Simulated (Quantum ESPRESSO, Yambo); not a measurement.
An input for Yambo 5.3.0 (WS2 (Tungstenite)):

```
optics
bss
bse
em1s
dipoles
rim_cut
RandQpts= 1000000
RandGvec= 1 RL
Chimod= "HARTREE"
BSKmod= "SEX"
BSEmod= "resonant"
BSSmod= "h"
BSENGexx= 30 Ry
BSENGBlk= 6 Ry
% BSEQptR
 1 | 1 |
%
% BSEBands
 17 | 34 |
%
% BEnRange
 0 | 7 | eV
%
% BDmRange
 0.1 | 0.1 | eV
%
BEnSteps= 141
% BLongDir
 0 | 0 | 1 |
%
% BndsRnXs
 1 | 98 |
%
NGsBlkXs= 6 Ry
% LongDrXs
 1 | 1 | 1 |
%
% KfnQP_E
 0.65 | 1.0 | 1.0 |
%
BSHayTrs= -0.02
```

```sh
OMP_NUM_THREADS=2 mpirun -n 4 yambo -F bse5.in -J bse5,bse3_W -C bse5 > bse5.log
```

The stored states that it reads are on a 6×6×2 mesh. Symmetry: P6_3/mmc, No. 194, hexagonal system. Conventional cell: a = 3.153 Å, b = 3.153 Å, c = 12.323 Å, α = 90.00°, β = 90.00°, γ = 120.00°. Nearest to W lie 6 S at 2.40 Å. Nearest to S lie 3 W at 2.40 Å. Farther neighbours and most contacts between anions are not listed.

Q: How long will it take on 4 MPI ranks of Arm Neoverse N1, shared host, and how much memory?

It took 2.8 min; on shared hardware allow 84 s to 5.6 min. Peak host memory was 2.0 GiB.

The kernel grows as the square of the matrix size, and full diagonalisation as its cube.

[Paths, hosts, dates, memory and timing lines, banners, echoed tables and standing remarks are left out of the program output.]

[Logs are printed without paths, hosts, clocks, repeated set-up lines and the standing remarks that a program may print on its own settings, such as how far it seeks lower states.]

[Runs of the session that timed out or met a known fault of the program may be left out.]

[Hosts, paths, dates, database ids (printed as entryN), source tags and the programs' standing remarks are cut or masked in the printed files.]
